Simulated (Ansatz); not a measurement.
# WGe2As4 monolayer in a perpendicular field

Aim: how the WGe2As4 monolayer screens a field along its normal, and what the field does to its bands. A positive field points along +c.

Program: Ansatz 0.2.0. Level of theory: plane-wave DFT, PBE-D3(BJ), Ansatz PAW. Results are calculated unless marked as measured.

Report form: the programs' logs are mostly left out.

## Step 1: The starting structure

The cell holds 7 atoms: 4 As, 2 Ge and 1 W. Its edges and angles: a = 3.730 Å, b = 3.730 Å, c = 49.778 Å, α = 90.0°, β = 90.0°, γ = 120.0°. Vacuum lies along c.

## Step 2: Relaxing the slab

The starting cell is a guess, so the in-plane lattice and the atoms are relaxed first, with the slab cut off from its images along the normal.

File input.yaml:

```yaml
crystal:
  lattice:
    - [3.73, 0.0, 0.0]
    - [-1.865, 3.2302747561, 0.0]
    - [0.0, 0.0, 49.7784718071]
  atoms:
    - { symbol: As, position: [0.0, 0.0, 0.4057979136] }
    - { symbol: Ge, position: [0.3333333333, 0.6666666667, 0.4231346983] }
    - { symbol: As, position: [0.3333333333, 0.6666666667, 0.4697411913] }
    - { symbol: W, position: [0.0, 0.0, 0.5] }
    - { symbol: As, position: [0.3333333333, 0.6666666667, 0.5302588087] }
    - { symbol: Ge, position: [0.3333333333, 0.6666666667, 0.5768653017] }
    - { symbol: As, position: [0.0, 0.0, 0.5942020864] }
  periodic: [true, true, false]
kpoints:
  mp_grid: { grid: [12, 12, 1] }
hamiltonian:
  xc: pbe
  dispersion: d3bj
scf:
  occupations: { method: fermi_dirac, width: 0.05 }
  convergence: { dr2_threshold: 1.0e-09 }
relax:
  f_tol: 0.004
  max_steps: 90
  cell: {}
output:
  write_potential: true
  write_density: true
  volumetric_format: npy
```

The run is started by

```
> ansatz run input.yaml --threads 4 --pin off --max-ram 6144MiB --backend cpu --events-out ev --progress --plain --runs-dir out
```

Wall time 79 s (4 threads of Intel Xeon Platinum 8488C (Sapphire Rapids), shared host); peak memory 1.5 GiB; 5.2 min of CPU time.

Relaxation path:

| step | energy less that of the first step (eV) | largest force component (eV/Å) | volume (Å³) |
| --- | --- | --- | --- |
| 1 | 0.0000 | 2.7481 | 599.78 |
| 2 | -0.9121 | 1.2774 | 587.14 |
| 3 | -1.1323 | 0.2048 | 570.74 |
| 4 | -1.1352 | 0.0610 | 570.36 |
| 5 | -1.1355 | 0.0017 | 570.01 |
| 6* | -1.1342 | 0.0017 | 570.01 |

Relaxation steps marked * repeat the geometry before them on a plane-wave basis chosen anew for their cell, so energy and pressure can jump there.

The run keeps the 12 symmetry operations that it works with, so distortions that break them were not tested.

| cell as run | before | after | change |
| --- | --- | --- | --- |
| a (Å) | 3.730 | 3.636 | -2.5 % |
| b (Å) | 3.730 | 3.636 | -2.5 % |

The atoms that moved most (Å, along periodic axes as changes of fractional coordinates times the final cell, across vacuum about the mean position):

| atom | dx | dy | dz | length |
| --- | --- | --- | --- | --- |
| As7 | 0.000 | 0.000 | 0.396 | 0.396 |
| As1 | 0.000 | 0.000 | -0.396 | 0.396 |
| Ge6 | 0.000 | 0.000 | 0.070 | 0.070 |
| Ge2 | 0.000 | 0.000 | -0.070 | 0.070 |
| As3 | 0.000 | 0.000 | 0.038 | 0.038 |
| As5 | 0.000 | 0.000 | -0.038 | 0.038 |

The relaxed structure:

```cif
data_structure
_symmetry_space_group_name_H-M 'P 1'
_symmetry_Int_Tables_number 1
_cell_length_a 3.6363
_cell_length_b 3.6363
_cell_length_c 49.7785
_cell_angle_alpha 90.000
_cell_angle_beta 90.000
_cell_angle_gamma 120.000
_cell_volume 570.01
loop_
_atom_site_label
_atom_site_type_symbol
_atom_site_fract_x
_atom_site_fract_y
_atom_site_fract_z
_atom_site_occupancy
As1 As 0.00000 0.00000 0.39784 1
Ge2 Ge 0.33333 0.66667 0.42173 1
As3 As 0.33333 0.66667 0.47051 1
W4 W 0.00000 0.00000 0.50000 1
As5 As 0.33333 0.66667 0.52949 1
Ge6 Ge 0.33333 0.66667 0.57827 1
As7 As 0.00000 0.00000 0.60216 1
```

This step gave:

| Property | Result |
| --- | --- |
| energy at zero smearing | -38401.5802 eV |

The lattice constant a goes from 3.730 to 3.636 Å.

## Step 3: Atoms held, field 0

A sawtooth potential applies the field, turning back in the middle of the vacuum. With the dipole correction the typed value is the field outside the slab. The induced dipole is small, so the SCF threshold is tight.

The cell differs from the one that the last finished run ended in (c 49.778 → 28.171 Å).

File input.yaml:

```yaml
crystal:
  lattice:
    - [3.6362718343, 0.0, 0.0]
    - [-1.8181359171, 3.1491037835, 0.0]
    - [0.0, 0.0, 28.171007708]
  atoms:
    - { symbol: As, position: [0.0, 0.0, 0.3194773894] }
    - { symbol: Ge, position: [0.3333333333, 0.6666666667, 0.3616903976] }
    - { symbol: As, position: [0.3333333333, 0.6666666667, 0.4478842191] }
    - { symbol: W, position: [0.0, 0.0, 0.5] }
    - { symbol: As, position: [0.3333333333, 0.6666666667, 0.5521157809] }
    - { symbol: Ge, position: [0.3333333333, 0.6666666667, 0.6383096024] }
    - { symbol: As, position: [0.0, 0.0, 0.6805226106] }
kpoints:
  mp_grid: { grid: [12, 12, 1] }
  band_path:
    path: [[0, 0, 0], [0.5, 0, 0], [0.33333333, 0.33333333, 0], [0, 0, 0]]
    npoints: 16
hamiltonian:
  xc: pbe
  dispersion: d3bj
scf:
  occupations: { method: fermi_dirac, width: 0.02585 }
  convergence: { dr2_threshold: 1.0e-10 }
efield:
  axis: 3
  dipole_correction: true
  ramp_position: 0.97
  ramp_width: 0.06
  amplitude: 0
output:
  dos: { projected: true, e_range: [-6, 5] }
  write_potential: true
  write_density: true
  volumetric_format: npy
  elf: true
```

Elapsed: 16 s, on 4 threads; peak memory 1.2 GiB.

This step gave:

```yaml
dipole_along_the_normal: 3.72e-6 e·Å
gap_along_the_path: 0.6015 eV
smallest_direct_gap_along_the_path: 0.6159 eV
ionisation_energy_upper_face: 4.876 eV
electron_affinity_upper_face: 4.274 eV
gap_the_smaller_of_path_and_mesh: 0.6015 eV
```

Running mean over a fixed 2.8 Å (it still follows the layers) of the planar mean; the ramp of the sawtooth is left out. The electron's electrostatic potential energy less the Fermi level by z:

| z (Å) | electron's electrostatic potential energy less the Fermi level (eV) |
| --- | --- |
| 4 | 4.58 |
| 5 | 4.57 |
| 6 | 4.52 |
| 7 | 3.60 |
| 8 | 0.910 |
| 9 | -3.45 |
| 10 | -4.47 |
| 11 | -3.23 |
| 12 | -1.75 |
| 13 | -5.77 |
| 14 | -7.75 |
| 15 | -6.48 |
| 16 | -2.01 |
| 17 | -2.80 |
| 18 | -4.23 |
| 19 | -4.05 |
| 20 | 0.213 |
| 21 | 3.20 |
| 22 | 4.48 |
| 23 | 4.57 |
| 24 | 4.58 |
| 25 | 4.58 |

The density of states has structure finer than the step of the table below, so its rows give means over 0.25 eV, whole bins alone (the curve runs from -6 to 2.3 eV). Peaks (eV: height): -5.040: 8.78, -2.440: 8.28, -2.110: 12.8, -2.060: 10.9, -1.970: 7.87, -1.730: 9.78, 1.580: 8.86.

The density of states by energy, zero at the Fermi level of the run, which the smearing sets inside the gap; means over each step:

| energy (eV) | density of states (states/eV a cell) |
| --- | --- |
| -5.75 | 0 |
| -5.50 | 1.02 |
| -5.25 | 2.54 |
| -5.00 | 4.72 |
| -4.75 | 3.56 |
| -4.50 | 4.20 |
| -4.25 | 3.03 |
| -4.00 | 3.44 |
| -3.75 | 2.52 |
| -3.50 | 3.91 |
| -3.25 | 3.54 |
| -3.00 | 5.11 |
| -2.75 | 5.82 |
| -2.50 | 7.34 |
| -2.25 | 5.94 |
| -2.00 | 7.77 |
| -1.75 | 6.07 |
| -1.50 | 4.68 |
| -1.25 | 2.64 |
| -1.00 | 4.77 |
| -0.75 | 2.55 |
| -0.50 | 1.80 |
| -0.25 | 0.134 |
| 0.00 | 0 |
| 0.25 | 0.403 |
| 0.50 | 1.49 |
| 0.75 | 2.84 |
| 1.00 | 1.91 |
| 1.25 | 3.19 |
| 1.50 | 4.64 |
| 1.75 | 5.49 |
| 2.00 | 5.24 |

Projected DOS per atom over height of the atomic layer and energy from the Fermi level. Layers: As Ge As W As Ge As from below.

Values in states/eV, 22 rows by 7 columns, each cell a mean:
```
0.54 0.55 0.47 1.31 0.47 0.55 0.54
0.63 0.60 0.55 1.85 0.55 0.60 0.63
0.30 0.23 0.25 1.71 0.25 0.23 0.30
0.19 0.18 0.13 1.08 0.13 0.18 0.19
0.18 0.22 0.13 0.89 0.13 0.22 0.18
0.01 0.02 0.02 0.22 0.02 0.02 0.01
0.01 0.00 0.00 0.06 0.00 0.00 0.01
0.20 0.11 0.08 1.06 0.08 0.11 0.20
0.36 0.22 0.30 2.18 0.30 0.22 0.36
0.54 0.24 0.45 0.59 0.45 0.24 0.54
1.01 0.39 0.88 1.27 0.88 0.39 1.01
1.33 0.46 1.02 1.47 1.02 0.46 1.33
1.15 0.66 0.99 1.25 0.99 0.66 1.15
1.00 0.55 0.83 1.10 0.83 0.55 1.00
0.49 0.41 0.62 0.76 0.62 0.41 0.49
0.44 0.44 0.47 0.69 0.47 0.44 0.44
0.47 0.36 0.43 0.66 0.43 0.36 0.47
0.43 0.46 0.56 0.66 0.56 0.46 0.43
0.37 0.44 0.76 0.66 0.76 0.44 0.37
0.34 0.44 0.91 0.71 0.91 0.44 0.34
0.05 0.07 0.39 0.36 0.39 0.07 0.05
0.00 0.00 0.00 0.00 0.00 0.00 0.00
```
Columns: height of the atomic layer (Å) from 9 to 19.2 (not evenly spaced); rows upwards: energy from the Fermi level (eV) from -5.96 to 2.23.

Electronic bands along the path, in eV, zero at the Fermi level of the run, which the smearing sets inside the gap:

| point | band 48 | band 49 | band 50 | band 51 | band 52 | band 53 | band 54 | band 55 |
| --- | --- | --- | --- | --- | --- | --- | --- | --- |
| Γ | -0.45 | -0.41 | -0.41 | -0.38 | 1.92 | 1.93 | 2.68 | 2.68 |
| halfway | -1.54 | -1.52 | -1.50 | -0.89 | 1.34 | 1.61 | 1.91 | 2.32 |
| M | -2.22 | -2.20 | -1.50 | -1.08 | 0.90 | 1.19 | 1.32 | 1.36 |
| halfway | -2.51 | -2.13 | -1.68 | -0.80 | 0.52 | 0.95 | 1.59 | 2.41 |
| K | -2.88 | -2.04 | -1.34 | -0.30 | 0.32 | 0.53 | 1.61 | 1.65 |
| halfway | -2.07 | -2.03 | -1.44 | -0.96 | 1.35 | 1.73 | 2.05 | 2.66 |
| Γ | -0.45 | -0.41 | -0.41 | -0.38 | 1.92 | 1.93 | 2.68 | 2.68 |

Valence density in the ca plane at fractional y = 0.667, with atoms of Ge and As within 0.2 Å of it. It is the smooth field of the valence electrons, not physical close to the nuclei.

Values in e/Å³, 5 rows by 16 columns, each cell a mean:
```
 0  0  0  0  0  0  0  0  0  0  0  0  0  0  0  0
 0  0  0  0  0  0  0  0  0  0  0  0  0  0  0  0
 0  0  0  0  2  4  1  6  1  1  6  1  4  2  0  0
 0  0  0  0  5 11  1 13  1  1 13  1 11  5  0  0
 0  0  0  0  0  0  0  1  0  0  1  0  0  0  0  0
```
Columns run along c (16.0 Å, from fractional 0.19 to 0.76 of the cell), rows up along a (3.6 Å). Atoms in or near the plane, at fractional coordinates: Ge at (0.36, 0.33), As at (0.45, 0.33), As at (0.55, 0.33), Ge at (0.64, 0.33).

Electrostatic potential energy in the ca plane at fractional y = 0.667, with atoms of Ge and As within 0.2 Å of it. With pseudopotentials it is smooth inside the atoms' cores, unlike the true potential.

Ten even steps from '0' (-24 eV) to '9' (7 eV), each cell a mean:
```
99999999999999999997667889999998765578999999
99999999999999999987667899999998764578999999
99999999999999999998777888999888776678889998
99999999999999999999876435787544677775446887
99999999999999999999862000575365368753653672
99999999999999999999850000363799458737994550
99999999999999999999850000363598358735983561
99999999999999999999874102676333478763334775
99999999999999999998877667888767777777678888
```
Columns run along c (16.0 Å, from fractional 0.06 to 0.62 of the cell; values clipped at the 3rd and 97th percentile), rows up along a (3.6 Å). Atoms in or near the plane, at fractional coordinates: Ge at (0.36, 0.33), As at (0.45, 0.33), As at (0.55, 0.33).

ELF in the ca plane at fractional y = 0.667, with atoms of Ge and As within 0.2 Å of it. It is the smooth field of the valence electrons, not physical close to the nuclei.

Ten even steps from '0' (0.00) to '9' (0.72), each cell a mean:
```
00000000000000125798877653111355322224542112
00000000000000135899877642001233222222331001
00000000000000014688788764223577532246764223
00000000000000001245677655567889863479987655
00000000000000000012354224698756863477568985
00000000000000000001243002699523653464237984
00000000000000000001343102699634763475347985
00000000000000000123566445688878864488888875
00000000000000012466788765445789743368986444
```
Columns run along c (16.0 Å, from fractional 0.06 to 0.62 of the cell), rows up along a (3.6 Å). Atoms in or near the plane, at fractional coordinates: Ge at (0.36, 0.33), As at (0.45, 0.33), As at (0.55, 0.33).

The gap is 0.60 eV, with the valence edge 4.88 eV and the conduction edge 4.27 eV under the upper vacuum level. Spin-orbit coupling, left out in this run, matters for the bands of elements this heavy.

## Step 4: Single point, field 0.1 V/Å

Changes to input.yaml since step 3:

```diff
@@ -29,5 +29,4 @@
   ramp_width: 0.06
-  amplitude: 0
+  amplitude: 0.1
 output:
-  dos: { projected: true, e_range: [-6, 5] }
   write_potential: true
@@ -35,2 +34 @@
   volumetric_format: npy
-  elf: true
```

Run time: 17 s. Hardware: 4 threads; peak memory 1.1 GiB.

The dipole is 0.0776 e·Å, and the gap 0.601 eV.

## Step 5: Atoms held, field -0.1 V/Å

Changes to input.yaml since step 4:

```diff
@@ -29,3 +29,3 @@
   ramp_width: 0.06
-  amplitude: 0.1
+  amplitude: -0.1
 output:
```

Run time: 17 s. Hardware: 4 threads; peak memory 1.1 GiB.

The dipole is -0.0776 e·Å, and the gap 0.601 eV.

## Step 6: Response, atoms held

This step: plane-wave DFT, PBE-D3(BJ), Ansatz PAW; response to a field along the normal, atoms held (Ansatz 0.2.0).

The dipoles give the slope, and the difference of two potentials shows where the field is screened.

Numbers from this step:

| Property | Result |
| --- | --- |
| equivalent conductor thickness p/(ε₀AE) | 12.26 Å |
| distance between the outer atoms | 10.17 Å |

Table of dipole of the cell by applied field:

| applied field (V/Å) | dipole of the cell (e·Å) |
| --- | --- |
| -0.1000 | -0.0776 |
| 0.0000 | 3.7e-6 |
| 0.1000 | 0.0776 |

Local field over the applied field, running mean. From the potentials at -0.1 and 0.1 V/Å; running mean over 2.5 Å. Table of local field over applied field by z:

| z (Å) | local field over applied field |
| --- | --- |
| 4.5 | 0.998 |
| 5.0 | 0.993 |
| 5.5 | 0.981 |
| 6.0 | 0.951 |
| 6.5 | 0.884 |
| 7.0 | 0.760 |
| 7.5 | 0.593 |
| 8.0 | 0.413 |
| 8.5 | 0.241 |
| 9.0 | 0.107 |
| 9.5 | 0.0468 |
| 10.0 | 0.0379 |
| 10.5 | 0.0437 |
| 11.0 | 0.0624 |
| 11.5 | 0.0753 |
| 12.0 | 0.0644 |
| 12.5 | 0.0515 |
| 13.0 | 0.0470 |
| 13.5 | 0.0383 |
| 14.0 | 0.0309 |
| 14.5 | 0.0347 |
| 15.0 | 0.0449 |
| 15.5 | 0.0496 |
| 16.0 | 0.0589 |
| 16.5 | 0.0738 |
| 17.0 | 0.0693 |
| 17.5 | 0.0487 |
| 18.0 | 0.0386 |
| 18.5 | 0.0407 |
| 19.0 | 0.0777 |
| 19.5 | 0.188 |
| 20.0 | 0.353 |
| 20.5 | 0.532 |
| 21.0 | 0.706 |
| 21.5 | 0.848 |
| 22.0 | 0.934 |
| 22.5 | 0.974 |
| 23.0 | 0.990 |
| 23.5 | 0.996 |
| 24.0 | 0.999 |

Electrons, planar mean, per unit field. Induced electron density against z:

| z (Å) | induced electron density (e/Å³ per V/Å) |
| --- | --- |
| 4.5 | 1.1e-5 |
| 5.0 | 3.1e-5 |
| 5.5 | 8.9e-5 |
| 6.0 | 2.4e-4 |
| 6.5 | 6.1e-4 |
| 7.0 | 0.00142 |
| 7.5 | 0.00278 |
| 8.0 | 0.00347 |
| 8.5 | 0.00152 |
| 9.0 | 7.2e-4 |
| 9.5 | 5.4e-4 |
| 10.0 | -6.4e-4 |
| 10.5 | -9.6e-4 |
| 11.0 | 3.9e-4 |
| 11.5 | 8.2e-5 |
| 12.0 | -2.3e-4 |
| 12.5 | 7.5e-4 |
| 13.0 | 9.9e-5 |
| 13.5 | -3.0e-4 |
| 14.0 | -9.6e-5 |
| 14.5 | 2.4e-4 |
| 15.0 | 1.4e-4 |
| 15.5 | -5.6e-4 |
| 16.0 | -1.7e-4 |
| 16.5 | 1.7e-4 |
| 17.0 | -4.3e-4 |
| 17.5 | 4.2e-4 |
| 18.0 | 0.00107 |
| 18.5 | -2.9e-4 |
| 19.0 | -6.0e-4 |
| 19.5 | -0.00100 |
| 20.0 | -0.00306 |
| 20.5 | -0.00322 |
| 21.0 | -0.00184 |
| 21.5 | -8.2e-4 |
| 22.0 | -3.3e-4 |
| 22.5 | -1.3e-4 |
| 23.0 | -4.5e-5 |
| 23.5 | -1.5e-5 |
| 24.0 | -5.2e-6 |

The smaller of the gaps on the path and on the k-mesh, counted as 0 under 0.03 eV. The gap stays at 0.602 eV for applied field from -0.1 to 0.1 V/Å.

By hand: between -0.1 and 0.1 V/Å the dipole changes by 0.1552 e·Å, a slope of 0.7760 e·Å²/V. A perfect conductor of thickness t has p = ε₀AEt, so t = 180.95 × 0.7760 / 11.451 = 12.26 Å (e/ε₀ = 180.95 V·Å, A in Å²).

The induced dipole is that of a conductor 12.26 Å thick.

## Step 7: Summary of results

- gap without field: 0.601 eV
- ionisation energy, upper face: 4.88 eV
- electron affinity, upper face: 4.27 eV
- equivalent conductor thickness, atoms held: 12.3 Å

The induced dipole equals that of a perfect conductor 12.26 Å thick, while the outer atoms lie 10.17 Å apart; an out-of-plane ε follows only once a thickness t is chosen, by 1 − 1/ε = 12.26 Å / t. The gap stays within 0.01 eV of 0.60 eV over the fields run, up to 0.1 V/Å in size. Semilocal functionals give gaps that are too small, and excitons are not included. Spin-orbit coupling is left out, which matters for the bands of elements this heavy. The outer anions sit over the metal atoms, one of several polytypes of such layers and not the lowest for every compound.

[Logs are printed without paths, hosts, clocks, repeated set-up lines and the standing remarks that a program may print on its own settings, such as how far it seeks lower states.]

[Hosts, paths, dates, database ids (printed as entryN), source tags and the programs' standing remarks are cut or masked in the printed files.]

[Maps of the electrostatic potential energy from Ansatz leave out the sawtooth potential of an applied field or a dipole correction, so their vacuum need not be flat; planar profiles and work functions include it.]

[The density of states shown here was stored with 400 of the rows of the run's finer table, so its peaks can read low, often by over a quarter, or be missed, and its means over a window can be off by a tenth or more.]
